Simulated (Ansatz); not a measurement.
# A vacancy of F at several sites of random fluorite-type alloy of CaF2 and CdF2 (96 atoms)

Aim: make a vacancy of F at several sites of random fluorite-type alloy of CaF2 and CdF2 (96 atoms), relax each, and compare their energies.

Calculated with Ansatz 0.2.0; Kohn-Sham DFT, RPBE, PAW (set soft_2), plane waves.

**1. The system as given**

The cell holds 96 atoms: 12 Ca, 64 F and 20 Cd. Its edges and angles: a = 10.835 Å, b = 10.835 Å, c = 10.835 Å, α = 90.0°, β = 90.0°, γ = 90.0°. It derives from CaF2 and CdF2 (fluorite-type), repeated 2×2×2. Fluorite-type CaF2, 2 x 2 x 2 conventional cells, 20 of 32 Ca sites given to Cd at random (x = 0.625), lattice by Vegard's rule (a = 5.417 Å); every coordinate displaced by a Gaussian of 0.09 Å.

What the set-up can't give: Sampling is at Γ alone, for a cell whose shortest periodic width is 11 Å.

**2. Single point at the start**

A single point comes first, to see the forces before anything moves.

input.yaml reads:

```yaml
crystal:
  lattice:
    - [10.8348, 0.0, 0.0]
    - [0.0, 10.8348, 0.0]
    - [0.0, 0.0, 10.8348]
  atoms:
    - { symbol: Ca, position: [0.99782, 0.99576, 0.99432] }
    - { symbol: F, position: [0.12146, 0.12204, 0.12146] }
    - { symbol: F, position: [0.36887, 0.37628, 0.37204] }
    - { symbol: Cd, position: [0.99101, 0.24029, 0.23872] }
    - { symbol: F, position: [0.14026, 0.37775, 0.38031] }
    - { symbol: F, position: [0.36469, 0.1243, 0.1468] }
    - { symbol: Ca, position: [0.25046, 0.00271, 0.24392] }
    - { symbol: F, position: [0.39048, 0.12812, 0.36241] }
    - { symbol: F, position: [0.1203, 0.38624, 0.12994] }
    - { symbol: Ca, position: [0.25602, 0.24724, 0.98736] }
    - { symbol: F, position: [0.36764, 0.36022, 0.12773] }
    - { symbol: F, position: [0.11477, 0.11485, 0.37954] }
    - { symbol: Cd, position: [0.0058, 0.01061, 0.50084] }
    - { symbol: F, position: [0.13189, 0.12792, 0.6275] }
    - { symbol: F, position: [0.36178, 0.36516, 0.88162] }
    - { symbol: Cd, position: [0.00691, 0.24077, 0.76366] }
    - { symbol: F, position: [0.11571, 0.36646, 0.87479] }
    - { symbol: F, position: [0.37135, 0.11471, 0.62486] }
    - { symbol: Ca, position: [0.24949, 0.01209, 0.75578] }
    - { symbol: F, position: [0.37978, 0.11984, 0.87974] }
    - { symbol: F, position: [0.13232, 0.37534, 0.62427] }
    - { symbol: Cd, position: [0.24365, 0.25468, 0.50405] }
    - { symbol: F, position: [0.36787, 0.37835, 0.62572] }
    - { symbol: F, position: [0.12787, 0.11568, 0.88748] }
    - { symbol: Cd, position: [0.99983, 0.50107, 0.99977] }
    - { symbol: F, position: [0.13431, 0.62656, 0.12432] }
    - { symbol: F, position: [0.36596, 0.87569, 0.38027] }
    - { symbol: Ca, position: [0.00976, 0.74146, 0.26114] }
    - { symbol: F, position: [0.12275, 0.87317, 0.35761] }
    - { symbol: F, position: [0.36543, 0.6116, 0.12313] }
    - { symbol: Cd, position: [0.24467, 0.50503, 0.24592] }
    - { symbol: F, position: [0.36749, 0.6288, 0.37721] }
    - { symbol: F, position: [0.12422, 0.88938, 0.11373] }
    - { symbol: Cd, position: [0.25773, 0.757, 0.99985] }
    - { symbol: F, position: [0.36842, 0.86652, 0.11466] }
    - { symbol: F, position: [0.11483, 0.64801, 0.36893] }
    - { symbol: Cd, position: [0.00285, 0.4925, 0.49122] }
    - { symbol: F, position: [0.13211, 0.62356, 0.61962] }
    - { symbol: F, position: [0.37563, 0.85947, 0.88018] }
    - { symbol: Cd, position: [0.99787, 0.74319, 0.75959] }
    - { symbol: F, position: [0.13083, 0.87738, 0.86087] }
    - { symbol: F, position: [0.38585, 0.63724, 0.61778] }
    - { symbol: Cd, position: [0.24977, 0.50075, 0.74193] }
    - { symbol: F, position: [0.37553, 0.63615, 0.87017] }
    - { symbol: F, position: [0.13796, 0.88341, 0.62395] }
    - { symbol: Cd, position: [0.25378, 0.75575, 0.49459] }
    - { symbol: F, position: [0.37228, 0.88188, 0.63627] }
    - { symbol: F, position: [0.11464, 0.613, 0.87494] }
    - { symbol: Cd, position: [0.49669, 0.00661, 0.99868] }
    - { symbol: F, position: [0.62035, 0.12589, 0.1276] }
    - { symbol: F, position: [0.8714, 0.39795, 0.36866] }
    - { symbol: Ca, position: [0.49964, 0.24055, 0.2528] }
    - { symbol: F, position: [0.62087, 0.36882, 0.37544] }
    - { symbol: F, position: [0.87636, 0.12554, 0.13098] }
    - { symbol: Cd, position: [0.74386, 0.99807, 0.24209] }
    - { symbol: F, position: [0.8602, 0.12214, 0.37716] }
    - { symbol: F, position: [0.63181, 0.37304, 0.12572] }
    - { symbol: Cd, position: [0.74971, 0.23649, 0.99845] }
    - { symbol: F, position: [0.87485, 0.36173, 0.11663] }
    - { symbol: F, position: [0.61232, 0.12313, 0.36811] }
    - { symbol: Cd, position: [0.49616, 0.99811, 0.50351] }
    - { symbol: F, position: [0.61596, 0.10332, 0.63742] }
    - { symbol: F, position: [0.87812, 0.36112, 0.89018] }
    - { symbol: Ca, position: [0.50776, 0.23952, 0.7341] }
    - { symbol: F, position: [0.63764, 0.36718, 0.87617] }
    - { symbol: F, position: [0.87736, 0.12511, 0.62401] }
    - { symbol: Cd, position: [0.747, 0.99729, 0.74833] }
    - { symbol: F, position: [0.87415, 0.13204, 0.87108] }
    - { symbol: F, position: [0.61038, 0.3649, 0.63058] }
    - { symbol: Ca, position: [0.74846, 0.26027, 0.48442] }
    - { symbol: F, position: [0.88719, 0.35922, 0.62495] }
    - { symbol: F, position: [0.62557, 0.12223, 0.86553] }
    - { symbol: Cd, position: [0.50324, 0.50059, 0.99202] }
    - { symbol: F, position: [0.62597, 0.6087, 0.14392] }
    - { symbol: F, position: [0.86587, 0.86132, 0.37675] }
    - { symbol: Ca, position: [0.50158, 0.74964, 0.24235] }
    - { symbol: F, position: [0.64169, 0.88365, 0.38459] }
    - { symbol: F, position: [0.86688, 0.62231, 0.13268] }
    [... 12 atom lines left out ...]
    - { symbol: Ca, position: [0.75948, 0.50501, 0.75306] }
    - { symbol: F, position: [0.86931, 0.62684, 0.88035] }
    - { symbol: F, position: [0.62566, 0.88562, 0.61244] }
    - { symbol: Ca, position: [0.75457, 0.7508, 0.49059] }
    - { symbol: F, position: [0.87036, 0.87526, 0.62238] }
    - { symbol: F, position: [0.62962, 0.61923, 0.87473] }
kpoints:
  mp_grid: { grid: [1, 1, 1] }
hamiltonian:
  xc: rpbe
scf:
  occupations: { method: fixed }
output:
  forces: true
```

The run is started by

```sh
ansatz run input.yaml --threads 4 --pin off --max-ram 15872MiB --backend cpu --events-out ev --progress --plain --runs-dir out
```

Standard output:

```text
Engine: ansatz 0.2.0, aarch64-unknown-linux-gnu
Pseudopotentials: kind: paw
Pseudopotential: Ca, paw, valence charge 10, recommended cutoff 420 eV (normal), Ca.paw.azcp
Pseudopotential: F, paw, valence charge 7, recommended cutoff 420 eV (normal), F.paw.azcp
Pseudopotential: Cd, paw, valence charge 20, recommended cutoff 420 eV (normal), Cd.paw.azcp
Functional definition: RPBE
  parameter kappa = 0.804
  parameter beta = 0.066725
  exchange = rpbe_x(kappa = kappa, mu = beta*pi^2/3)
  correlation = pbe_c(beta = beta)
Crystal: 96 atoms, lattice volume = 1271.928 Å³
Basis set: ecut = 420 eV, 24837 PW (Γ), exchange–correlation on 150×150×150 points (8 copies of the dense FFT grid, shifted against one another)
Bands: 581, of which v1, the nominal top of the filled ones, is band 484 counted from 1 (483 counted from 0)
Symmetry: 1 space group operations
Space group: P1 (ITA 1), of the structure as read, at distance tolerance 1.1e-4 Å
k-points: 1
Non-local potential: Ca, projectors of the file, l = 0: 3, l = 1: 2, l = 2: 2
Non-local potential: F, projectors of the file, l = 0: 2, l = 1: 2, l = 2: 1
Non-local potential: Cd, projectors of the file, l = 0: 3, l = 1: 2, l = 2: 2, l = 3: 1
PAW form: soft (Blöchl's): semilocal exchange-correlation on the pseudo side does not see the compensation charge
PAW frozen core: Ca, regenerated for the run's functional, and the local potential with it (the file was generated under x = pbe(κ = 0.804, μ = 0.219515), c = pbe(β = 0.066725))
PAW frozen core: F, regenerated for the run's functional, and the local potential with it (the file was generated under x = pbe(κ = 0.804, μ = 0.219515), c = pbe(β = 0.066725))
PAW frozen core: Cd, regenerated for the run's functional, and the local potential with it (the file was generated under x = pbe(κ = 0.804, μ = 0.219515), c = pbe(β = 0.066725))
PAW one-centre angular grid: Ca, 110 points (default); XC on 64 Gauss nodes
PAW one-centre angular grid: F, 110 points (default); XC on 64 Gauss nodes
PAW one-centre angular grid: Cd, 590 points (default); XC on 64 Gauss nodes
Initial density: superposition of atomic densities (neutral atoms: chi_scale 0, normalization atom), corrected by the library's trained network
Initial wavefunctions: pseudopotential atomic-orbital guess
Functional: x = rpbe, c = pbe(β = 0.066725)
SCF iter   1: F=—  HF=-239057.536336 eV  |F-HF|=—  |Δ(HF+E_count)|=         —  Δρ=6.97e-3  dr2=5.17e-1  ethr=1.77e-3  ⟨swp⟩=5.0  Hψ=1730  notcnv=0  defer=95
preconditioner: auto → Resta (q_TF=auto, 2.607 Å⁻¹)  ε∞=4.2  [insulator: Δε(μ)=3.574 eV  Ē_g=16.337 eV  n_scr=388 (ndim 8)  ℏωp=29.2 eV  f_vac=0.133  ε∞_Penn≈4.2]
SCF iter   2: F=—  HF=-239057.418878 eV  |F-HF|=—  |Δ(HF+E_count)|=   1.17e-1  Δρ=2.50e-3  dr2=4.35e-2  ethr=5.34e-5  ⟨swp⟩=2.0  Hψ=977  notcnv=0  defer=95
SCF iter   3: F=—  HF=-239057.420712 eV  |F-HF|=—  |Δ(HF+E_count)|=   1.83e-3  Δρ=1.13e-3  dr2=1.44e-2  ethr=4.49e-6  ⟨swp⟩=3.0  Hψ=785  notcnv=0  defer=95
SCF iter   4: F=—  HF=-239057.423626 eV  |F-HF|=—  |Δ(HF+E_count)|=   2.91e-3  Δρ=2.63e-4  dr2=1.06e-3  ethr=1.48e-6  ⟨swp⟩=2.0  Hψ=684  notcnv=0  defer=95
SCF iter   5: F=—  HF=-239057.424682 eV  |F-HF|=—  |Δ(HF+E_count)|=   1.06e-3  Δρ=1.15e-4  dr2=1.71e-4  ethr=1.09e-7  ⟨swp⟩=2.0  Hψ=785  notcnv=0  defer=95
SCF iter   6: F=—  HF=-239057.425176 eV  |F-HF|=—  |Δ(HF+E_count)|=   4.93e-4  Δρ=7.80e-5  dr2=4.82e-5  ethr=1.77e-8  ⟨swp⟩=2.0  Hψ=885  notcnv=0  defer=94
SCF iter   7: F=—  HF=-239057.421170 eV  |F-HF|=—  |Δ(HF+E_count)|=   4.01e-3  Δρ=2.29e-5  dr2=4.02e-6  ethr=4.98e-9  ⟨swp⟩=2.0  Hψ=976  notcnv=0  defer=90
SCF iter   8: F=—  HF=-239057.421188 eV  |F-HF|=—  |Δ(HF+E_count)|=   1.72e-5  Δρ=1.12e-5  dr2=9.58e-7  ethr=4.15e-10  ⟨swp⟩=2.0  Hψ=883  notcnv=0  defer=90
SCF iter   9: F=—  HF=-239057.421189 eV  |F-HF|=—  |Δ(HF+E_count)|=   1.10e-6  Δρ=3.83e-6  dr2=1.28e-7  ethr=9.90e-11  ⟨swp⟩=2.0  Hψ=883  notcnv=0  defer=90
SCF iter  10: F=-239057.421189 eV  HF=-239057.421189 eV  |F-HF|=2.46e-8  |Δ(HF+E_count)|=   2.10e-7  Δρ=1.02e-6  dr2=1.27e-8  ethr=1.03e-11  ⟨swp⟩=3.0  Hψ=1459  notcnv=0
SCF 1 converged in 10 iterations: F = -239057.421189 eV  dr2 = 1.27e-8
  greatest PAW one-centre occupation: 1.001 electrons in one spin orbital (limit 2), on the Cd atom at site 78 (counted from 0), in its partial waves of l = 1
SCF converged after 10 iterations
Free energy (F): -239057.421189 eV
Harris-Foulkes:  -239057.421189 eV  (|F-HF|=2.46e-8)
Internal energy: -239057.421189 eV  (E = F + TS)
E sigma→0 (E₀):  -239057.421189 eV
Fermi energy:    6.042481 eV
--- Per-component energies (eV) ---
  E_band       = -11954.517512
  E_kinetic    = 26800.922653
  E_local      = -113546.632226  (includes V_loc(G=0)·N_el)
  E_nonlocal   = 6117.937348
  E_hartree    = 48819.245214
  E_xc         = -10360.051659
  E_vxc        = -13078.616718  (∫ρ·V_xc dr)
  E_paw        = -105190.969320  (= ΣΔE_a)
  E_vpaw       = -15886.739892  (= ΣTr[D̂ρ^β])
  E_aug_tail   = 0.133175  (compensation charges beyond the density's cutoff)
  E_ewald      = -91693.688103
  E_core_change = -4.318272  (= ΣΔE_core)
  E_smearing   = -0.000000  (= −TS)
  E_closure    = -0.000000  (closes the sum)
  Σ components = -239057.421189   (vs F -239057.421189, Δ=0.00e0)
--- Forces (eV/Å), atoms counted from 1 ---
  atom   1  Ca     0.03015332    -0.08546175     0.39304115
  atom   2  F      0.00946640     0.60519354     0.21867535
  atom   3  F      0.56622431    -0.02288435     0.50060133
  atom   4  Cd     1.00048417     0.97711942     0.76554209
  atom   5  F     -1.14624024     0.01839110    -0.36551090
  atom   6  F      0.71721263    -0.06575855    -2.22686517
  atom   7  Ca    -0.86516119    -0.58901949     0.82322078
  atom   8  F     -1.73968989    -0.85966733     1.92576438
  atom   9  F     -0.19687590    -0.67116601    -0.17149799
  atom  10  Ca    -1.09258258    -0.05287423     2.20141247
  atom  11  F      0.43385359     0.43886698    -0.40607195
  atom  12  F      0.78894338     1.12161931    -0.80968308
  atom  13  Cd    -1.12107599    -1.65338809     0.53670420
  atom  14  F     -0.21007268     0.29045298     0.34576817
[...]
atom  95  F      0.53538319     0.04736906     0.65449984
  atom  96  F     -0.42573368     0.24634530    -0.05384181
  max |Σ_I F_I| component: 1.50e-4 eV/Å
```

Run time: 23 s. Hardware: 4 threads of Arm Neoverse V1, shared host; peak memory 2 GiB; 89 s of CPU time.

The column dr2 measures how far the density is from self-consistency, as an energy; F and HF (Harris–Foulkes) agree once it is small.

The r.m.s. force at the start is 0.86 eV/Å.

**3. Relaxation**

The atoms are relaxed in the fixed cell, aiming at the force tolerance of the input.

input.yaml reads:

```yaml
crystal:
  lattice:
    - [10.8348, 0.0, 0.0]
    - [0.0, 10.8348, 0.0]
    - [0.0, 0.0, 10.8348]
  atoms:
    [... the 96 atom lines of step 2 ...]
kpoints:
  mp_grid: { grid: [1, 1, 1] }
hamiltonian:
  xc: rpbe
scf:
  occupations: { method: fixed }
output:
  forces: true
relax:
  f_tol: 0.05
  max_steps: 120
```

Standard output:

```text
[...]
Crystal: 96 atoms, lattice volume = 1271.928 Å³
Basis set: ecut = 420 eV, 24837 PW (Γ), exchange–correlation on 150×150×150 points (8 copies of the dense FFT grid, shifted against one another)
Bands: 581, of which v1, the nominal top of the filled ones, is band 484 counted from 1 (483 counted from 0)
Symmetry: 1 space group operations
[...]
k-points: 1
[...]
SCF iter   1: F=—  HF=-239057.536337 eV  |F-HF|=—  |Δ(HF+E_count)|=         —  Δρ=6.97e-3  dr2=5.17e-1  ethr=1.77e-3  ⟨swp⟩=5.0  Hψ=1730  notcnv=0  defer=95
[...]
SCF iter   7: F=-239057.421186 eV  HF=-239057.421174 eV  |F-HF|=1.22e-5  |Δ(HF+E_count)|=   2.19e-5  Δρ=1.80e-5  dr2=2.94e-6  ethr=5.32e-9  ⟨swp⟩=3.0  Hψ=1457  notcnv=0
SCF 1 converged in 7 iterations: F = -239057.421186 eV  dr2 = 2.94e-6
[...]
relax step   1: F+E_penalty+E_count = -239057.42118595 eV  Δ(F+E_penalty+E_count) = +0.000e0 eV  max|allowed force component| = 2.942e0 eV/Å  Δτ_max = 0.0000 Å  (7 SCF iters, dr2 threshold 6.25e-5 eV, accepted)
[...]
relax step   2: F+E_penalty+E_count = -239064.05843583 eV  Δ(F+E_penalty+E_count) = -6.637e0 eV  max|allowed force component| = 1.517e0 eV/Å  Δτ_max = 0.1997 Å  (7 SCF iters, dr2 threshold 1.00e-4 eV, accepted)
[...]
relax step   3: F+E_penalty+E_count = -239065.77173574 eV  Δ(F+E_penalty+E_count) = -1.713e0 eV  max|allowed force component| = 4.432e-2 eV/Å  Δτ_max = 0.1713 Å  (7 SCF iters, dr2 threshold 1.00e-4 eV, accepted)
[...]
relax step   4: F+E_penalty+E_count = -239065.77174266 eV  Δ(F+E_penalty+E_count) = -6.925e-6 eV  max|allowed force component| = 4.422e-2 eV/Å  Δτ_max = 0.0000 Å  (5 SCF iters, accepted)
SCF converged after 5 iterations
Free energy (F): -239065.771743 eV
[...]
Internal energy: -239065.771743 eV  (E = F + TS)
E sigma→0 (E₀):  -239065.771743 eV
Fermi energy:    5.474656 eV
[...]
--- Forces (eV/Å), atoms counted from 1 ---
  atom   1  Ca    -0.00773937     0.01896387     0.00680023
  atom   2  F      0.01125709    -0.00042819    -0.00932490
  atom   3  F      0.00188704    -0.00755438    -0.00211645
  atom   4  Cd    -0.01566939    -0.00223598     0.02188261
  atom   5  F      0.00648185    -0.01301059    -0.00379937
  atom   6  F      0.00193835     0.00079301    -0.01889683
  atom   7  Ca     0.00569702    -0.01247572     0.02387006
  atom   8  F      0.00010830    -0.00456222     0.01180370
  atom   9  F      0.00499627    -0.01108529    -0.01716224
  atom  10  Ca    -0.01131954    -0.00284535     0.00693235
  atom  11  F     -0.01321249     0.00524202    -0.02268004
  atom  12  F      0.01484128     0.00377825    -0.01698774
  atom  13  Cd     0.00520655    -0.01199439     0.01446248
  atom  14  F     -0.01549264    -0.01908289     0.01170811
[...]
atom  95  F      0.00670490     0.00027109    -0.00424243
  atom  96  F     -0.00142736     0.00107212    -0.00270157
  max |Σ_I F_I| component: 1.26e-4 eV/Å
--- Relaxed structure (4 steps of the walk, 4 accepted, 0 SCFs on fresh bases) ---
  F+E_penalty+E_count = -239065.77174266 eV   max|allowed force component| = 4.422e-2 eV/Å
  atoms:
    - { symbol: Ca, position: [1.000072, 0.997889, 0.999682] }
    - { symbol: F, position: [0.124420, 0.123875, 0.125058] }
    - { symbol: F, position: [0.374882, 0.374330, 0.374938] }
    - { symbol: Cd, position: [0.999257, 0.249094, 0.249484] }
[...]
- { symbol: F, position: [0.624740, 0.623345, 0.874774] }
```

Run time: 69 s. Hardware: 4 threads; peak memory 2 GiB; 4.5 min of CPU time.

The relaxation converged after 4 steps, 8.35 eV below its start, with a largest force component of 0.044 eV/Å.

**4. Single point at the relaxed geometry**

One more single point at the end of the walk gives the fuller output and checks the residual forces.

input.yaml reads:

```yaml
crystal:
  lattice:
    - [10.8348, 0.0, 0.0]
    - [0.0, 10.8348, 0.0]
    - [0.0, 0.0, 10.8348]
  atoms:
    - { symbol: Ca, position: [7.0e-05, 0.99789, 0.99968] }
    - { symbol: F, position: [0.12442, 0.12387, 0.12506] }
    - { symbol: F, position: [0.37488, 0.37433, 0.37494] }
    - { symbol: Cd, position: [0.99926, 0.24909, 0.24948] }
    - { symbol: F, position: [0.12439, 0.37414, 0.37444] }
    - { symbol: F, position: [0.3746, 0.12336, 0.1247] }
    [... 84 atom lines left out ...]
    - { symbol: Ca, position: [0.74947, 0.49862, 0.74964] }
    - { symbol: F, position: [0.87442, 0.62289, 0.87419] }
    - { symbol: F, position: [0.62499, 0.87378, 0.62476] }
    - { symbol: Ca, position: [0.74985, 0.74845, 0.49971] }
    - { symbol: F, position: [0.87455, 0.87319, 0.62477] }
    - { symbol: F, position: [0.62474, 0.62334, 0.87477] }
kpoints:
  mp_grid: { grid: [1, 1, 1] }
hamiltonian:
  xc: rpbe
scf:
  occupations: { method: fixed }
output:
  forces: true
  stress: true
  populations: true
  dos:
    method: { smearing: { sigma: 0.1 } }
    de: 0.1
    projected: { site_lists: { Ca: [Ca], Cd: [Cd], F: [F] } }
  eigenvalues: true
  write_density: true
  write_potential: true
  volumetric_format: npy
```

Standard output:

```text
[...]
Crystal: 96 atoms, lattice volume = 1271.928 Å³
Basis set: ecut = 420 eV, 24837 PW (Γ), exchange–correlation on 150×150×150 points (8 copies of the dense FFT grid, shifted against one another)
Bands: 581, of which v1, the nominal top of the filled ones, is band 484 counted from 1 (483 counted from 0)
Symmetry: 1 space group operations
[...]
k-points: 1
[...]
SCF iter   1: F=—  HF=-239065.890945 eV  |F-HF|=—  |Δ(HF+E_count)|=         —  Δρ=6.86e-3  dr2=5.03e-1  ethr=1.77e-3  ⟨swp⟩=5.0  Hψ=1786  notcnv=0  defer=94
[...]
SCF iter  10: F=-239065.771743 eV  HF=-239065.771743 eV  |F-HF|=6.81e-9  |Δ(HF+E_count)|=   2.13e-8  Δρ=1.83e-6  dr2=2.96e-8  ethr=1.03e-11  ⟨swp⟩=16.0  Hψ=4856  notcnv=0
SCF 1 converged in 10 iterations: F = -239065.771743 eV  dr2 = 2.96e-8
[...]
SCF converged after 10 iterations
Free energy (F): -239065.771743 eV
[...]
Internal energy: -239065.771743 eV  (E = F + TS)
E sigma→0 (E₀):  -239065.771743 eV
Fermi energy:    5.474630 eV
[...]
--- Forces (eV/Å), atoms counted from 1 ---
  atom   1  Ca    -0.00757761     0.01891276     0.00717332
  atom   2  F      0.01130823    -0.00014071    -0.00953667
  atom   3  F      0.00181778    -0.00740528    -0.00205096
  atom   4  Cd    -0.01587978    -0.00180569     0.02212106
  atom   5  F      0.00647446    -0.01315091    -0.00380686
  atom   6  F      0.00205925     0.00057059    -0.01905918
  atom   7  Ca     0.00562882    -0.01239015     0.02397483
  atom   8  F      0.00028541    -0.00491690     0.01221146
  atom   9  F      0.00491605    -0.01139664    -0.01705718
  atom  10  Ca    -0.01158020    -0.00251761     0.00706127
  atom  11  F     -0.01314098     0.00510923    -0.02254927
  atom  12  F      0.01469998     0.00369961    -0.01680945
  atom  13  Cd     0.00556629    -0.01190128     0.01441334
  atom  14  F     -0.01530501    -0.01937243     0.01160366
[...]
atom  95  F      0.00655951     0.00005389    -0.00414188
  atom  96  F     -0.00142136     0.00153825    -0.00241671
  max |Σ_I F_I| component: 1.21e-5 eV/Å
--- Stress (GPa, compression-positive) ---
        8.640253      -0.015666       0.001956
       -0.015666       8.644784      -0.001070
        0.001956      -0.001070       8.643176
  P = ⅓ Tr σ = 8.6427 GPa (86.427 kbar)
--- Band table (eV) ---
[...]
--- Löwdin populations: 96 sites ---
  site symbol       q [e]
     0     Ca      8.2588
     1      F      7.7611
     2      F      7.7453
[...]
95      F      7.7297
  spilling = 0.005090 (of n_electrons = 968.000000)
```

It took 39 s on 4 threads; peak memory 2.1 GiB.

Numbers from this run:

| Quantity | Value |
| --- | --- |
| free energy | -239065.7717 eV |
| free energy per atom | -2490.2685 eV/atom |
| SCF cycles | 10 |
| pressure | 8.643 GPa |
| r.m.s. force component | 0.01155 eV/Å |
| longest force | 0.05255 eV/Å |
| Fermi energy | 5.475 eV |
| gap (highest filled to lowest empty level) | 4.174 eV |
| spilling of the projection | 0.00509 |

(Part 1 of 2 ends here.)

[Long decimals in the printed logs are rounded to 6 places.]

[Logs are printed without paths, hosts, clocks, repeated set-up lines and the standing remarks that a program may print on its own settings, such as how far it seeks lower states.]

[Hosts, paths, dates, database ids (printed as entryN), source tags and the programs' standing remarks are cut or masked in the printed files.]
